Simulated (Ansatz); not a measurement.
# LiSc3 (built on the sites of a database entry of LiAl3): following an unstable mode, part 2 of 2

Wanted: the energy along a soft mode of LiSc3 (built on the sites of a database entry of LiAl3) and the structure at the end.

Ansatz 0.2.0; DFT PBEsol, scalar-relativistic, plane waves, PAW.

So far, highest frequency on the path or at a solved wavevector (cm⁻¹): step 2 (phonons on a q mesh) 320. Also lowest frequency on the path (cm⁻¹): step 2 -127.

The structure was built from a prototype and need not be the compound's stable phase.

## (4) The mode frozen in, largest atomic shift 0.45 Å

The atoms are moved along the unstable eigenvector, the largest shift by 0.45 Å, with the cell fixed.

input.yaml reads:

```yaml
crystal:
  lattice:
    - [4.4755295906, 4.4755295906, 0.0]
    - [4.4755295906, 0.0, 4.4755295906]
    - [4.4755295906, 0.0, -4.4755295906]
  atoms:
    - { symbol: Li, position: [0.0, 0.5, 0.5] }
    - { symbol: Li, position: [0.0, 0.0, 0.0] }
    - { symbol: Sc, position: [0.4289027041, 0.5, 0.5] }
    - { symbol: Sc, position: [0.5710972959, 0.0, 0.0] }
    - { symbol: Sc, position: [0.0, 0.4289027041, 0.0] }
    - { symbol: Sc, position: [0.0, 0.0710972959, 0.5] }
    - { symbol: Sc, position: [0.4289027041, 0.5710972959, 0.0] }
    - { symbol: Sc, position: [0.5710972959, -0.0710972959, 0.5] }
kpoints:
  mp_grid: { grid: [8, 8, 8] }
hamiltonian:
  xc: pbesol
scf:
  occupations: { method: methfessel_paxton, width: 0.2 }
output:
  forces: true
  stress: true
  eigenvalues: true
```

Command:

```
ansatz run input.yaml --threads 4 --pin off --max-ram 14336MiB --backend cpu --events-out ev --progress --plain --runs-dir out
```

Numbers of over 12 decimals in the logs are rounded to 6 here.

Log:

```text
[...]
Crystal: 8 atoms, lattice volume = 179.293 Å³
Basis set: ecut = 420 eV, 3479 PW (Γ), exchange–correlation on 90×90×90 points (8 copies of the dense FFT grid, shifted against one another)
Bands: 44, of which v1, the nominal top of the filled ones, is band 36 counted from 1 (35 counted from 0)
Symmetry: 12 space group operations
[...]
k-points: 65 of 512
[...]
k-point 0: bands = [... 32 lower, 7.4259, 7.4259, 7.4679, 7.4679, 7.7613, 8.1355, 8.2155, 8.2473, ... 4 higher]
  k-point 1: bands = [... 32 lower, 7.4062, 7.4062, 7.5519, 7.5519, 7.7149, 8.0219, 8.1988, 8.4611, ... 4 higher]
  k-point 2: bands = [... 32 lower, 7.3126, 7.3126, 7.5736, 7.7829, 7.7829, 7.8312, 8.3300, 8.5388, ... 4 higher]
  k-point 64: bands = [... 32 lower, 7.1043, 7.4239, 7.5877, 7.7608, 8.1788, 8.3156, 8.3193, 8.4023, ... 4 higher]
[key lines of the parts left out:]
SCF converged after 6 iterations
Free energy (F): -13072.981308 eV
Fermi energy:    7.809458 eV
P = ⅓ Tr σ = -1.4600 GPa (-14.600 kbar)
```

Wall time 6 s (4 threads of Arm Neoverse V2, shared host); peak memory 0.77 GiB; 23 s of CPU time.

This step gave:

```
pressure                         : -1.460 GPa
energy from the undistorted cell : -81.24 meV/atom
```

The energy, extrapolated to zero smearing, is -81.24 meV/atom against the undistorted cell.

The run ends at a pressure of -1.46 GPa, with forces up to 0.078 eV/Å.

## (5) Energy along the mode, all amplitudes (two of the runs are shown above)

An imaginary frequency means negative curvature, so the energy should fall and then rise again as anharmonic terms take over.

This step gave:

```
depth at the lowest point sampled  : 81.24 meV/atom
largest atomic shift at that point : 0.45 Å
```

The energy from the parent by largest atomic shift:

| largest atomic shift (Å) | energy from the parent (meV/atom) |
| --- | --- |
| 0.000 | 0 |
| 0.040 | -1.70 |
| 0.080 | -6.52 |
| 0.140 | -18.0 |
| 0.220 | -37.2 |
| 0.320 | -61.4 |
| 0.450 | -81.2 |
| 0.600 | -66.3 |

Displacement at unit largest shift by atom:

| atom | x (Å) | y (Å) | z (Å) | size |
| --- | --- | --- | --- | --- |
| Li1 | 0.000 | 0.000 | 0.000 | 0.000 |
| Li2 | 0.000 | 0.000 | 0.000 | 0.000 |
| Sc3 | -0.707 | -0.707 | 0.000 | 1.000 |
| Sc4 | 0.707 | 0.707 | 0.000 | 1.000 |
| Sc5 | -0.707 | 0.000 | -0.707 | 1.000 |
| Sc6 | 0.707 | 0.000 | 0.707 | 1.000 |
| Sc7 | 0.000 | -0.707 | 0.707 | 1.000 |
| Sc8 | 0.000 | 0.707 | -0.707 | 1.000 |

The lowest of the steps tried is at 0.45 Å, 81.2 meV/atom below the parent; the bottom of the well need not coincide with a step.

## (6) Relaxation from the frozen mode

Starting from the lowest point found, all atoms and the cell are let go, so that strain and other modes of the same symmetry can join in.

Edit input.yaml of step 4 so:

```diff
@@ -24 +24,6 @@
   eigenvalues: true
+relax:
+  adjacent_minimum: "off"
+  f_tol: 0.002
+  max_steps: 120
+  cell: { stress_tol: 0.03 }
```

Log:

```text
[...]
Crystal: 8 atoms, lattice volume = 179.293 Å³
Basis set: ecut = 420 eV, 3479 PW (Γ), exchange–correlation on 90×90×90 points (8 copies of the dense FFT grid, shifted against one another)
Bands: 44, of which v1, the nominal top of the filled ones, is band 36 counted from 1 (35 counted from 0)
Symmetry: 12 space group operations
[...]
k-points: 65 of 512
[...]
SCF iter   1: F=—  HF=-13073.025449 eV  |F-HF|=—  |Δ(HF+E_count)|=         —  Δρ=7.04e-3  dr2=1.44e-1  ethr=1.77e-3  ⟨swp⟩=7.4  Hψ=12889  notcnv=0
[...]
SCF iter   6: F=-13072.981308 eV  HF=-13072.981308 eV  |F-HF|=1.74e-8  |Δ(HF+E_count)|=   1.25e-7  S|Δr|=    0.00e0  Δρ=6.10e-6  dr2=8.08e-8  ethr=1.39e-10  ⟨swp⟩=7.5  Hψ=10701  notcnv=0
SCF 1 converged in 6 iterations: F = -13072.981308 eV  dr2 = 8.08e-8
[...]
relax step   1: F+E_penalty+E_count = -13072.98130789 eV  Δ(F+E_penalty+E_count) = +0.000e0 eV  max|allowed force component| = 5.514e-2 eV/Å  Δτ_max = 0.0000 Å  P = -1.460 GPa  Ω = 179.293 Å³  (6 SCF iters, dr2 threshold 1.00e-7 eV, accepted)
Crystal: 8 atoms, lattice volume = 169.939 Å³
Basis set: ecut = 420 eV, 3347 PW (Γ), exchange–correlation on 90×90×90 points (8 copies of the dense FFT grid, shifted against one another)
[...]
SCF iter   5: F=-13073.016998 eV  HF=-13073.016998 eV  |F-HF|=4.63e-8  |Δ(HF+E_count)|=   5.49e-7  S|Δr|=    0.00e0  Δρ=1.01e-5  dr2=1.68e-7  ethr=1.11e-9  ⟨swp⟩=7.0  Hψ=11082  notcnv=0
SCF 2 converged in 5 iterations: F = -13073.016998 eV  dr2 = 1.68e-7
relax step   2: F+E_penalty+E_count = -13073.01699757 eV  Δ(F+E_penalty+E_count) = -3.569e-2 eV  max|allowed force component| = 8.911e-3 eV/Å  Δτ_max = 0.0494 Å  P = +0.933 GPa  Ω = 169.939 Å³  energy of the carried Pulay correction = +6.060e-4 eV  (5 SCF iters, dr2 threshold 8.00e-7 eV, accepted)
Crystal: 8 atoms, lattice volume = 173.479 Å³
Basis set: ecut = 420 eV, 3431 PW (Γ), exchange–correlation on 90×90×90 points (8 copies of the dense FFT grid, shifted against one another)
[...]
SCF iter   4: F=-13073.030470 eV  HF=-13073.030470 eV  |F-HF|=1.66e-8  |Δ(HF+E_count)|=   2.69e-7  S|Δr|=    0.00e0  Δρ=1.03e-5  dr2=1.92e-7  ethr=1.11e-9  ⟨swp⟩=6.0  Hψ=10443  notcnv=0
SCF 3 converged in 4 iterations: F = -13073.030470 eV  dr2 = 1.92e-7
relax step   3: F+E_penalty+E_count = -13073.03047001 eV  Δ(F+E_penalty+E_count) = -1.347e-2 eV  max|allowed force component| = 5.613e-3 eV/Å  Δτ_max = 0.0015 Å  P = -0.125 GPa  Ω = 173.479 Å³  energy of the carried Pulay correction = +3.707e-4 eV  (4 SCF iters, dr2 threshold 8.00e-7 eV, accepted)
[...]
relax step   4: F+E_penalty+E_count = -13073.03070817 eV  Δ(F+E_penalty+E_count) = -2.382e-4 eV  max|allowed force component| = 1.826e-3 eV/Å  Δτ_max = 0.0033 Å  P = -0.000 GPa  Ω = 173.069 Å³  energy of the carried Pulay correction = +3.976e-4 eV  (4 SCF iters, dr2 threshold 3.89e-8 eV, accepted)
[...]
SCF iter   5: F=-13073.030290 eV  HF=-13073.030290 eV  |F-HF|=5.46e-12  |Δ(HF+E_count)|=  9.09e-12  S|Δr|=    0.00e0  Δρ=5.09e-8  dr2=6.35e-12  ethr=1.00e-12  ⟨swp⟩=5.0  Hψ=10865  notcnv=0
SCF 5 converged in 5 iterations: F = -13073.030290 eV  dr2 = 6.35e-12
relax step   5: F+E_penalty+E_count = -13073.03028997 eV  Δ(F+E_penalty+E_count) = +4.182e-4 eV  max|allowed force component| = 1.838e-3 eV/Å  Δτ_max = 0.0000 Å  P = +0.000 GPa  Ω = 173.069 Å³  stress off target by 3.18e-3 GPa  SCF on the basis re-selected at this cell (its energy is not comparable with the rows above)  (5 SCF iters)
basis re-selected at this cell: Δ(F+E_penalty+E_count) = +4.182e-4 eV, ΔP = +0.000 GPa vs the last step (what re-selecting the basis moved, of the pressure what is left beyond the Pulay correction that the steps carried, after the strain that the cell walked since its last selection, with what the two solves' SCF thresholds leave and, on support functions, any second-order correction that the steps lacked; it is no m [...]
SCF converged after 5 iterations
[...]
Free energy (F): -13073.030290 eV
[...]
Internal energy: -13073.053978 eV  (E = F + TS)
E sigma→0 (E₀):  -13073.036212 eV
Entropy (-TS):   0.023688 eV (2.961 meV/atom)
Fermi energy:    8.158801 eV
[...]
--- Forces (eV/Å), atoms counted from 1 ---
  atom   1  Li    -0.00000000     0.00000000     0.00000000
  atom   2  Li     0.00000000    -0.00000000    -0.00000000
  atom   3  Sc    -0.00183848    -0.00183848     0.00000000
  atom   4  Sc     0.00183848     0.00183848    -0.00000000
  atom   5  Sc    -0.00183848    -0.00000000    -0.00183848
  atom   6  Sc     0.00183848     0.00000000     0.00183848
  atom   7  Sc     0.00000000    -0.00183848     0.00183848
  atom   8  Sc    -0.00000000     0.00183848    -0.00183848
  max |Σ_I F_I| component: 9.18e-18 eV/Å
--- Stress (GPa, compression-positive) ---
        0.000320       0.001748       0.001748
        0.001748       0.000320      -0.001748
        0.001748      -0.001748       0.000320
  P = ⅓ Tr σ = 0.0003 GPa (0.003 kbar)
--- Band table (eV; the first three rows and the last of 65) ---
  k-point 0: bands = [... 32 lower, 7.7423, 7.7423, 7.8288, 7.8288, 8.0574, 8.4700, 8.6652, 8.7311, ... 4 higher]
  k-point 1: bands = [... 32 lower, 7.7592, 7.7592, 7.8939, 7.8939, 8.0149, 8.3489, 8.7065, 8.8795, ... 4 higher]
  k-point 2: bands = [... 32 lower, 7.6581, 7.6581, 7.8863, 8.1540, 8.1540, 8.1701, 8.8049, 8.9600, ... 4 higher]
  k-point 64: bands = [... 32 lower, 7.4524, 7.7235, 7.9079, 8.0983, 8.5234, 8.6752, 8.7551, 8.8436, ... 4 higher]
--- Relaxed structure (4 steps of the walk, 4 accepted, 1 SCFs on fresh bases) ---
  F+E_penalty+E_count = -13073.03028997 eV   max|allowed force component| = 1.838e-3 eV/Å   (the final SCF, on the basis selected at the relaxed cell)
  cell:  # Å, volume = 173.0687 Å³
    - [4.449462, 4.449462, 1.3877787807814457e-17]
    - [4.449462, 1.3877787807814457e-17, 4.449462]
    - [4.397106, 0.052357, -4.397106]
  atoms:
    - { symbol: Li, position: [2.778268066994105e-19, 0.5, 0.5] }
    - { symbol: Li, position: [-1.9380091683677746e-19, 1.9077277751120046e-19, 0] }
    - { symbol: Sc, position: [0.421848, 0.500000, 0.500000] }
    - { symbol: Sc, position: [0.578152, 8.066086340363177e-19, -8.260488893230113e-19] }
    - { symbol: Sc, position: [4.336808689942018e-19, 0.421848, 0.0] }
    - { symbol: Sc, position: [-1.3010426069826053e-18, 0.078152, 0.500000] }
    - { symbol: Sc, position: [0.421848, 0.578152, -5.551115123125783e-17] }
    - { symbol: Sc, position: [0.578152, -0.078152, 0.500000] }
```

The job ended after 33 s (4 threads; peak memory 0.82 GiB).

Step by step:

| step | energy less that of the first step (eV) | largest force component (eV/Å) | pressure (GPa) | volume (Å³) |
| --- | --- | --- | --- | --- |
| 1 | 0.0000 | 0.0551 | -1.46 | 179.29 |
| 2 | -0.0357 | 0.0089 | 0.93 | 169.94 |
| 3 | -0.0492 | 0.0056 | -0.12 | 173.48 |
| 4 | -0.0494 | 0.0018 | 0.00 | 173.07 |
| 5* | -0.0490 | 0.0018 | 0.00 | 173.07 |

Relaxation steps marked * repeat the geometry before them on a plane-wave basis chosen anew for their cell, so energy and pressure can jump there.

Forces are held to the 12 operations that the run works with; a distortion that breaks them can't arise in this run.

| conventional cell, symmetrised | before | after | change |
| --- | --- | --- | --- |
| a (Å) | 6.329 | 6.292 | -0.6 % |
| b (Å) | 6.329 | 6.292 | -0.6 % |
| c (Å) | 15.504 | 15.141 | -2.3 % |
| volume (Å³/atom) | 22.41 | 21.63 | -3.5 % |

The atoms that moved most (Å, as changes of fractional coordinates times the final cell):

| atom | dx | dy | dz | length |
| --- | --- | --- | --- | --- |
| Sc4 | 0.031 | 0.031 | 0.000 | 0.044 |
| Sc8 | 0.000 | 0.031 | -0.031 | 0.044 |
| Sc6 | 0.031 | 0.000 | 0.031 | 0.044 |
| Sc5 | -0.031 | 0.000 | -0.031 | 0.044 |
| Sc7 | 0.000 | -0.031 | 0.031 | 0.044 |
| Sc3 | -0.031 | -0.031 | 0.000 | 0.044 |

This step gave:

* pressure: 3.20e-4 GPa
* volume per atom: 21.63 Å³

The distorted start has space group R-3c; the relaxation ends in R-3c.

## (7) The new phase in its own primitive cell

The relaxed structure is symmetrised, reduced to its primitive cell and relaxed tightly, as its phonons need.

input.yaml reads:

```yaml
crystal:
  lattice:
    - [3.1462450292, 1.8164854145, 5.0471118423]
    - [-3.1462450292, 1.8164854145, 5.0471118423]
    - [0.0, -3.6329708291, 5.0471118423]
  atoms:
    - { symbol: Li, position: [0.25, 0.25, 0.25] }
    - { symbol: Li, position: [0.75, 0.75, 0.75] }
    - { symbol: Sc, position: [0.6718479267, 0.25, 0.8281520733] }
    - { symbol: Sc, position: [0.3281520733, 0.75, 0.1718479267] }
    - { symbol: Sc, position: [0.1718479267, 0.3281520733, 0.75] }
    - { symbol: Sc, position: [0.8281520733, 0.6718479267, 0.25] }
    - { symbol: Sc, position: [0.75, 0.1718479267, 0.3281520733] }
    - { symbol: Sc, position: [0.25, 0.8281520733, 0.6718479267] }
kpoints:
  mp_grid: { grid: [9, 9, 9] }
hamiltonian:
  xc: pbesol
scf:
  occupations: { method: methfessel_paxton, width: 0.2 }
output:
  forces: true
  stress: true
  eigenvalues: true
relax:
  adjacent_minimum: "off"
  f_tol: 0.001
  max_steps: 60
  cell: { stress_tol: 0.01 }
```

Log:

```text
[...]
Crystal: 8 atoms, lattice volume = 173.069 Å³
Basis set: ecut = 420 eV, 3431 PW (Γ), exchange–correlation on 90×90×90 points (8 copies of the dense FFT grid, shifted against one another)
Bands: 44, of which v1, the nominal top of the filled ones, is band 36 counted from 1 (35 counted from 0)
Symmetry: 12 space group operations
[...]
k-points: 85 of 729
[...]
atoms:
    - { symbol: Li, position: [0.250000, 0.250000, 0.25] }
    - { symbol: Li, position: [0.750000, 0.750000, 0.750000] }
    - { symbol: Sc, position: [0.671694, 0.250000, 0.828306] }
    - { symbol: Sc, position: [0.328306, 0.750000, 0.171694] }
    - { symbol: Sc, position: [0.171694, 0.328306, 0.750000] }
    - { symbol: Sc, position: [0.828306, 0.671694, 0.25] }
    - { symbol: Sc, position: [0.75, 0.171694, 0.328306] }
    - { symbol: Sc, position: [0.250000, 0.828306, 0.671694] }
[key lines of the parts left out:]
SCF converged after 4 iterations
Free energy (F): -13073.030318 eV
Fermi energy:    8.159092 eV
P = ⅓ Tr σ = -0.0020 GPa (-0.020 kbar)
```

Elapsed: 33 s, on 4 threads; peak memory 0.88 GiB.

Little changed from the start: no atom moved by 0.005 Å and no cell edge by 0.1 %.

Numbers from this step:

- pressure: -0.002046 GPa

The largest force component left is 0.31 meV/Å and the pressure is -0.002 GPa, within the tolerances set. The cell now holds 21.63 Å³/atom.

## (8) Modes of the new phase, k-mesh 9×9×9

A relaxed structure may still be a saddle point, so its zone-centre modes are computed. No field response is asked, since the mesh shows no gap.

input.yaml reads:

```yaml
crystal:
  lattice:
    - [3.146368636, 1.816556779, 5.0465651099]
    - [-3.146368636, 1.816556779, 5.0465651099]
    - [0.0, -3.633113558, 5.0465651099]
  atoms:
    - { symbol: Li, position: [0.25, 0.25, 0.25] }
    - { symbol: Li, position: [0.75, 0.75, 0.75] }
    - { symbol: Sc, position: [0.6716939306, 0.25, 0.8283060694] }
    - { symbol: Sc, position: [0.3283060694, 0.75, 0.1716939306] }
    - { symbol: Sc, position: [0.1716939306, 0.3283060694, 0.75] }
    - { symbol: Sc, position: [0.8283060694, 0.6716939306, 0.25] }
    - { symbol: Sc, position: [0.75, 0.1716939306, 0.3283060694] }
    - { symbol: Sc, position: [0.25, 0.8283060694, 0.6716939306] }
kpoints:
  mp_grid: { grid: [9, 9, 9] }
hamiltonian:
  xc: pbesol
scf:
  occupations: { method: methfessel_paxton, width: 0.2 }
output:
  eigenvalues: true
phonons:
  method: dfpt
```

Log:

```text
[...]
Crystal: 8 atoms, lattice volume = 173.064 Å³
Basis set: ecut = 420 eV, 3431 PW (Γ), exchange–correlation on 96×96×96 points (8 copies of the dense FFT grid, shifted against one another)
Bands: 44, of which v1, the nominal top of the filled ones, is band 36 counted from 1 (35 counted from 0)
Symmetry: 12 space group operations
k-points: 365 of 729 (irreducible under 1 space group operation, time reversal used)
[...]
SCF iter   1: F=—  HF=-13073.070390 eV  |F-HF|=—  |Δ(HF+E_count)|=         —  Δρ=6.92e-3  dr2=1.25e-1  ethr=1.77e-3  ⟨swp⟩=6.3  Hψ=147409  notcnv=0
[...]
SCF iter   9: F=-13073.030318 eV  HF=-13073.030318 eV  |F-HF|=1.82e-12  |Δ(HF+E_count)|=  5.46e-11  S|Δr|=    0.00e0  Δρ=7.48e-8  dr2=6.17e-12  ethr=1.00e-12  ⟨swp⟩=9.8  Hψ=81346  notcnv=0
SCF 1 converged in 9 iterations: F = -13073.030318 eV  dr2 = 6.17e-12
[...]
DFPT response loops at Γ: preconditioner auto → Kerker (q_TF=auto, 2.357 Å⁻¹) (partly filled bands, converged f_vac=0.000); β = 1.00, the filter's whole step (`scf.mixing.beta` (0.50) is not read by the response loops under this deck's `scf.mixing.preconditioner`; to damp them name `kerker` or `kerker_dos`, under which they read `scf.mixing.beta`, and type it under 1.00, their step now; both keys bind the ground state too); Broyden in place of MSR1
SCF converged after 9 iterations
[...]
Free energy (F): -13073.030318 eV
[...]
Internal energy: -13073.054185 eV  (E = F + TS)
E sigma→0 (E₀):  -13073.036285 eV
Entropy (-TS):   0.023867 eV (2.983 meV/atom)
Fermi energy:    8.159092 eV
[...]
--- Band table (eV; the first three rows and the last of 365) ---
  k-point 0: bands = [... 32 lower, 7.7420, 7.7420, 7.8297, 7.8297, 8.0559, 8.4675, 8.6664, 8.7344, ... 12 higher]
  k-point 1: bands = [... 32 lower, 7.7194, 7.7972, 7.8130, 7.8302, 8.1056, 8.5153, 8.5827, 8.6999, ... 12 higher]
  k-point 2: bands = [... 32 lower, 7.6852, 7.7493, 7.7911, 7.8190, 8.2665, 8.4284, 8.5432, 8.6754, ... 12 higher]
  k-point 364: bands = [... 32 lower, 7.5664, 7.6979, 7.7032, 7.9154, 8.3166, 8.4775, 8.6936, 8.8446, ... 12 higher]
--- Phonons (Γ-DFPT): 4 representative perturbations + reference, on 365 of 729 k-points (Σ response iterations 14) ---
  k mesh reduced under 1 symmetry operation, with k and −k counted as one. Each operation leaves every solved perturbation unchanged. A smaller set is not used because it would not reduce the number of displacements times k-points to solve
  ASR residual: 2.712e-5 → 0.000e0 eV/Å²; symmetrization residual: 4.678e-6 eV/Å²
  ASR residual per site (eV/Å²): 1.31e-5 1.31e-5 2.67e-5 2.67e-5 2.71e-5 2.71e-5 2.67e-5 2.67e-5
  Γ frequencies (cm⁻¹): 0.00 0.00 0.00 27.10 27.10 130.81 133.21 133.21 143.62 143.62 158.57 184.15 184.15 193.54 217.52 236.73 236.73 249.37 317.30 318.27 402.53 402.53 403.07 403.07
  non-analytic LO–TO correction: not included (Born effective charges unavailable; polar crystals: no LO–TO splitting at Γ)
```

Run time: 8.3 min. Hardware: 4 threads; peak memory 9.8 GiB; 33 min of CPU time.

This step gave:

- sum-rule residual before enforcement: 2.71e-5 eV/Å²
- point group: -3m
- highest optical mode at the zone centre (no LO-TO term): 403.1 cm⁻¹
- lowest optical zone-centre mode: 27.1 cm⁻¹

Patterns of degenerate modes are one choice out of their space. The modes at Γ (shares of kinetic energy by element, %):

| mode | frequency (cm⁻¹) | symmetry | Li % | Sc % |
| --- | --- | --- | --- | --- |
| 1 | 0.0 | acoustic | 5 | 95 |
| 2 | 0.0 | acoustic | 5 | 95 |
| 3 | 0.0 | acoustic | 5 | 95 |
| 4 | 27.1 | Eg | 0 | 100 |
| 5 | 27.1 | Eg | 0 | 100 |
| 6 | 130.8 | A1g | 0 | 100 |
| 7 | 133.2 | Eg | 0 | 100 |
| 8 | 133.2 | Eg | 0 | 100 |
| 9 | 143.6 | Eu | 0 | 100 |
| 10 | 143.6 | Eu | 0 | 100 |
| 11 | 158.6 | A2g | 10 | 90 |
| 12 | 184.2 | Eg | 9 | 91 |
| 13 | 184.2 | Eg | 9 | 91 |
| 14 | 193.5 | A1u | 0 | 100 |
| 15 | 217.5 | A2u | 1 | 99 |
| 16 | 236.7 | Eu | 2 | 98 |
| 17 | 236.7 | Eu | 2 | 98 |
| 18 | 249.4 | A2g | 3 | 97 |
| 19 | 317.3 | A2g | 87 | 13 |
| 20 | 318.3 | A2u | 94 | 6 |
| 21 | 402.5 | Eu | 92 | 8 |
| 22 | 402.5 | Eu | 92 | 8 |
| 23 | 403.1 | Eg | 91 | 9 |
| 24 | 403.1 | Eg | 91 | 9 |

Displacements in mode 5 (27.1 cm⁻¹), the largest set to 1:
```
Li1 -0.16 -0.01  0.00
Li2  0.16  0.01  0.00
Sc3 -0.69 -0.10  0.91
Sc4  0.69  0.10 -0.91
Sc5  0.77  0.05 -0.09
Sc6 -0.77 -0.05  0.09
Sc7  0.69  0.02  1.00
Sc8 -0.69 -0.02 -1.00
```

Displacements in mode 13 (184.2 cm⁻¹), the largest set to 1:
```
Li1 -1.00  0.00  0.00
Li2  1.00  0.00  0.00
Sc3 -0.13 -0.42 -0.47
Sc4  0.13  0.42  0.47
Sc5  0.86  0.00  0.00
Sc6 -0.86  0.00  0.00
Sc7  0.13 -0.42 -0.47
Sc8 -0.13  0.42  0.47
```

Before it was imposed, the acoustic sum rule was missed by 2.7e-5 eV/Å². Small misses are needed for a sound result but don't prove that mesh and cutoff are converged. The lowest optical mode is real, 27.1 cm⁻¹.

## (9) Outcome

```json
{
 "unstable mode of the parent": "q = (-0.5, -0.5, -0.5), 127i cm⁻¹",
 "depth at the lowest point sampled": "81.2 meV/atom",
 "largest atomic shift at that point": "0.45 Å",
 "space group reached (within 0.01 Å)": "R-3c",
 "energy gained over the parent (first relaxation, on the mesh of the frozen mode)": "87.3 meV/atom",
 "volume per atom, phase reached": "21.6 Å³",
 "lowest optical zone-centre mode, phase reached": "27.1 cm⁻¹",
 "highest optical mode at the zone centre (no LO-TO term), phase reached": "403 cm⁻¹"
}
```

**Reading.** Along this mode the structure falls into R-3c, 87.3 meV/atom below the parent. At the parent's cell the well is 81.24 meV/atom deep on the steps tried, with its lowest point at a shift of 0.45 Å. Relaxing atoms and cell changes the gain by +6.08 meV/atom against the lowest step (energies at zero smearing). The new phase has no imaginary mode at the zone centre of its cell; other wavevectors were not checked. Of the 4 patterns followed to their end from this parent, this one ends 22.1 meV/atom above the lowest, I4/mcm. Each path keeps the symmetry of its pattern, so a lower phase may lie along a pattern not tried. With no gap, or one that is small against the smearing, the frequencies hang on the k mesh and the smearing, most of all near Kohn anomalies. The starting cell was built on a prototype and not taken from a measurement, so the phase need not exist.

[Logs are printed without paths, hosts, clocks, repeated set-up lines and the standing remarks that a program may print on its own settings, such as how far it seeks lower states.]

[Hosts, paths, dates, database ids (printed as entryN), source tags and the programs' standing remarks are cut or masked in the printed files.]
